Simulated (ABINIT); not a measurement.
Planning a run of ABINIT 10.8.3 on MgO (Fm-3m). The input:

```
acell 3*1.0 Angstrom
rprim 
  -0.000000000000 2.097001392700 2.097001392700
  2.097001392700 -0.000000000000 2.097001392700
  2.097001392700 2.097001392700 -0.000000000000
ntypat 2
znucl 12 8
natom 2
typat 1 2
xred 
  0.000000000000 0.000000000000 0.000000000000
  0.500000000000 0.500000000000 0.500000000000
pp_dirpath "pseudos"
pseudos "Mg.upf, O.upf"
ecut 38
ngkpt 6 6 6
nshiftk 1
shiftk 0 0 0
kptopt 1
chksymbreak 0
istwfk *1
occopt 1
irdwfk 1
optdriver 4
nband 92
gwcalctyp 28
ecutsigx 38
symsigma 0
nkptgw 16
kptgw 
  0.0000000000 0.0000000000 0.0000000000
  0.1666666667 0.0000000000 0.0000000000
  0.3333333333 0.0000000000 0.0000000000
  0.5000000000 0.0000000000 0.0000000000
  0.1666666667 0.1666666667 0.0000000000
  0.3333333333 0.1666666667 0.0000000000
  0.5000000000 0.1666666667 0.0000000000
  -0.3333333333 0.1666666667 0.0000000000
  -0.1666666667 0.1666666667 0.0000000000
  0.3333333333 0.3333333333 0.0000000000
  0.5000000000 0.3333333333 0.0000000000
  -0.3333333333 0.3333333333 0.0000000000
  0.5000000000 0.5000000000 0.0000000000
  0.5000000000 0.3333333333 0.1666666667
  -0.3333333333 0.3333333333 0.1666666667
  -0.3333333333 0.5000000000 0.1666666667
bdgw 
  1 15
  1 15
  1 15
  1 15
  1 15
  1 15
  1 15
  1 15
  1 15
  1 15
  1 15
  1 15
  1 15
  1 15
  1 15
  1 15
ecuteps 8
irdscr 1
ppmodel 1
irdqps 1
rhoqpmix 0.3
indata_prefix "in"
outdata_prefix "out"
tmpdata_prefix "tmp"
```

```sh
OMP_NUM_THREADS=1 mpirun -n 8 abinit run.abi > log
```

Q: How long will it take on 8 MPI ranks of Arm Neoverse N1, shared host, and how much memory?

It took 11 min; on shared hardware allow 5.3 min to 21 min. Peak host memory was 2.0 GiB.

[Paths, hosts, dates, memory and timing lines, banners, echoed tables and standing remarks are left out of the program output.]

[Logs are printed without paths, hosts, clocks, repeated set-up lines and the standing remarks that a program may print on its own settings, such as how far it seeks lower states.]

[Runs of the session that timed out or met a known fault of the program may be left out.]

[Hosts, paths, dates, database ids (printed as entryN), source tags and the programs' standing remarks are cut or masked in the printed files.]

[G0W0 gaps are taken among the corrected bands and points alone; a level outside them can change the order at an edge.]

[Where Ansatz stands beside ABINIT at settings called matched, ABINIT's density can come from a denser mesh and the files from another edition; pairs whose starting gaps differed by over 0.03 eV were left out, so agreement reads better than it is.]
